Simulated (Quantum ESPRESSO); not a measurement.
# Rb (Im-3m): from the cell to the phonon bands, part 3 of 3

How does Rb (Im-3m) vibrate, and is this structure a minimum?

Quantum ESPRESSO 7.5; DFT LDA, scalar-relativistic, plane waves, PseudoDojo norm-conserving pseudopotentials.

So far. Step 5 (Linear response on the mesh): The acoustic modes at Γ come out as far as 0.6 cm⁻¹ from zero, where they should vanish, a small numerical error. The relaxed cell has a = 5.375 Å (conventional setting).

The database entry behind the starting cell lists a temperature near 78 K, so it need not match the best structure at ambient conditions.

### Step 7. Interpolated phonon bands (continued)

Harmonic mean-square displacement, third of the trace. Mean-square displacements:

| T (K) | Rb1 U_eq (Å²) |
| --- | --- |
| 0 | 0.00746 |
| 100 | 0.06232 |
| 300 | 0.1857 |
| 600 | 0.3711 |

Mode patterns, pair constants, displacements and means over the zone were worked out by phonopy from the force constants of q2r.x.

All branches are real along the path.

### Step 8. Sums over the zone

Sums over the zone need many more wavevectors than were solved, so the interpolation is sampled on a dense mesh.

The input, matdyn.in:

```
&input
   asr = 'simple'
   flfrc = 'x.fc'
   dos = .true.
   fldos = 'x.dos'
   nk1 = 12
   nk2 = 12
   nk3 = 12
   deltaE = 0.3
/
```

Run with:

```bash
$ matdyn.x -in matdyn.in > matdyn.out
```

Numbers of over 12 decimals in the logs are rounded to 6 here.

The log of the run:

```text
[banner, memory and clock lines left out]
Program MATDYN v.7.5

 mass for atomic type   1 not given; uses mass from file x.fc
     Message from routine matdyn:
     Z* not found in file x.fc, TO-LO splitting at q=0 will be absent!

Note: The following floating-point exceptions are signalling: IEEE_UNDERFLOW_FLAG
```

Run time: 0.96 s. Hardware: 1 thread of Intel Xeon 6975P-C (Granite Rapids), shared host.

Numbers from this step:

- share of modes beyond 3i cm⁻¹ on the dense interpolated mesh: 0
- zero-point energy per atom: 6.23 meV
- heat capacity at 300 K: 24.88 J/(mol atoms K)
- vibrational entropy at 300 K: 72.86 J/(mol atoms K)

Tetrahedra. Table of phonon density of states by wavenumber; read off at these points:

| wavenumber (cm⁻¹) | phonon density of states (1/cm⁻¹/cell) |
| --- | --- |
| 0.0 | 0 |
| 1.0 | 2.5e-4 |
| 2.0 | 9.9e-4 |
| 3.0 | 0.00138 |
| 4.0 | 0.00209 |
| 5.0 | 0.00299 |
| 6.0 | 0.00455 |
| 7.0 | 0.00704 |
| 8.0 | 0.0109 |
| 9.0 | 0.0172 |
| 10.0 | 0.0257 |
| 11.0 | 0.0346 |
| 12.0 | 0.0421 |
| 13.0 | 0.0457 |
| 14.0 | 0.0474 |
| 15.0 | 0.0497 |
| 16.0 | 0.0525 |
| 17.0 | 0.0567 |
| 18.0 | 0.0621 |
| 19.0 | 0.0670 |
| 20.0 | 0.0716 |
| 20.7 | 0.0782 |
| 21.0 | 0.0775 |
| 22.0 | 0.0640 |
| 23.0 | 0.0574 |
| 24.0 | 0.0555 |
| 25.0 | 0.0540 |
| 26.0 | 0.0545 |
| 27.0 | 0.0553 |
| 28.0 | 0.0550 |
| 29.0 | 0.0570 |
| 30.0 | 0.0598 |
| 31.0 | 0.0653 |
| 32.0 | 0.0750 |
| 32.7 | 0.0844 |
| 33.0 | 0.0805 |
| 34.0 | 0.0803 |
| 35.0 | 0.0800 |
| 36.0 | 0.0772 |
| 37.0 | 0.0746 |
| 38.0 | 0.0732 |
| 39.0 | 0.0746 |
| 40.0 | 0.0677 |
| 41.0 | 0.0642 |
| 42.0 | 0.0618 |
| 43.0 | 0.0610 |
| 44.0 | 0.0633 |
| 45.0 | 0.0619 |
| 46.0 | 0.0667 |
| 47.0 | 0.0877 |
| 48.0 | 0.125 |
| 49.0 | 0.200 |
| 49.2 | 0.213 |
| 50.0 | 0.119 |
| 51.0 | 0.0747 |
| 52.0 | 0.0544 |
| 53.0 | 0.0122 |

Harmonic thermodynamic functions per atom, summed over the density of states scaled to three modes an atom; melting is ignored. Thermodynamic functions:

| T (K) | F_vib (meV/atom) | S (J/mol-atom/K) | C_V (J/mol-atom/K) |
| --- | --- | --- | --- |
| 0 | 6.23 | 0 | 0 |
| 50 | -1.09 | 29.2 | 22.89 |
| 100 | -20.95 | 45.7 | 24.4 |
| 200 | -78.16 | 62.79 | 24.81 |
| 300 | -148.8 | 72.86 | 24.88 |
| 400 | -228.2 | 80.02 | 24.91 |
| 500 | -314.1 | 85.58 | 24.92 |
| 600 | -405.3 | 90.13 | 24.93 |
| 700 | -500.7 | 93.97 | 24.93 |
| 800 | -599.9 | 97.3 | 24.93 |
| 900 | -702.3 | 100.2 | 24.94 |
| 1000 | -807.5 | 102.9 | 24.94 |

At 300 K the heat capacity has reached 100 % of the Dulong-Petit value.

### Step 9. The dispersion under another sum rule (asr all)

The sum rule corrects the force constants themselves, so it can shift branches at any wavevector, low ones most.

The input, matdyn.in:

```
&input
   asr = 'all'
   flfrc = 'x.fc'
   flfrq = 'x.freq'
   flvec = 'x.modes'
   q_in_band_form = .true.
   q_in_cryst_coord = .true.
/
8
  0.0000000   0.0000000   0.0000000   8  ! GAMMA
  0.5000000  -0.5000000   0.5000000   8  ! H
 -0.0000000  -0.0000000   0.5000000   8  ! N
  0.0000000   0.0000000   0.0000000   8  ! GAMMA
  0.2500000   0.2500000   0.2500000   8  ! P
  0.5000000  -0.5000000   0.5000000   1  ! H
  0.2500000   0.2500000   0.2500000   8  ! P
 -0.0000000  -0.0000000   0.5000000   1  ! N
```

Run with:

```bash
$ matdyn.x -in matdyn.in > matdyn.out
```

The log of the run:

```text
[banner, memory and clock lines left out]
Program MATDYN v.7.5

 mass for atomic type   1 not given; uses mass from file x.fc
 Norm of the difference between old and new effective charges:    0.000000

 Huang before:    1   1   1   2,   residual stress:  -0.000000
 Huang before:    1   1   1   3,   residual stress:   0.000000
 Huang before:    1   1   2   2,   residual stress:   0.000000
 Huang before:    1   1   2   3,   residual stress:  -0.000000
 Huang before:    1   1   3   3,   residual stress:  -0.000000
 Huang before:    1   2   1   3,   residual stress:  -0.000000
 Huang before:    1   2   2   2,   residual stress:   0.000000
 Huang before:    1   2   2   3,   residual stress:  -0.000000
 Huang before:    1   2   3   3,   residual stress:   0.000000
 Huang before:    1   3   2   2,   residual stress:  -0.000000
 Huang before:    1   3   2   3,   residual stress:   0.000000
 Huang before:    1   3   3   3,   residual stress:  -0.000000
 Huang before:    2   2   2   3,   residual stress:   0.000000
 Huang before:    2   2   3   3,   residual stress:  -0.000000
 Huang before:    2   3   3   3,   residual stress:  -0.000000

 Norm of the difference between old and new force-constants:   4.93634e-07

     Message from routine matdyn:
     Z* not found in file x.fc, TO-LO splitting at q=0 will be absent!
     Message from routine matdyn:
     Z* not found in file x.fc, TO-LO splitting at q=0 will be absent!

Note: The following floating-point exceptions are signalling: IEEE_UNDERFLOW_FLAG

   You are using asr="all", please consider citing C. Lin, S. Ponc\'e and N. Marzari, npj Comput Mater 8, 236 (2022).
```

Run time: 0.65 s. Hardware: 1 thread.

At the labelled points the branches move by no more than 0.2 cm⁻¹.

### Step 10. Summary of results

- space group after relaxation: Im-3m
- volume per atom: 77.6 Å³
- q mesh: 4×4×4
- lowest mode on the q mesh (acoustic ones at the zone centre apart): 6.51 cm⁻¹
- zero-point energy per atom: 6.23 meV
- heat capacity at 300 K: 24.9 J/(mol atoms K)
- vibrational entropy at 300 K: 72.9 J/(mol atoms K)
- imaginary modes on the q mesh: none

In words: Rb (Im-3m) is dynamically stable on the 4×4×4 mesh; its spectrum reaches 54 cm⁻¹. These are harmonic frequencies at zero temperature: anharmonic shifts and linewidths and thermal expansion are left out. In a metal the frequencies hang on the k mesh and the smearing, most of all near Kohn anomalies.

[Host names and launcher messages were left out of these logs when they were recorded.]

[Logs are printed without paths, hosts, clocks, repeated set-up lines and the standing remarks that a program may print on its own settings, such as how far it seeks lower states.]

[Hosts, paths, dates, database ids (printed as entryN), source tags and the programs' standing remarks are cut or masked in the printed files.]
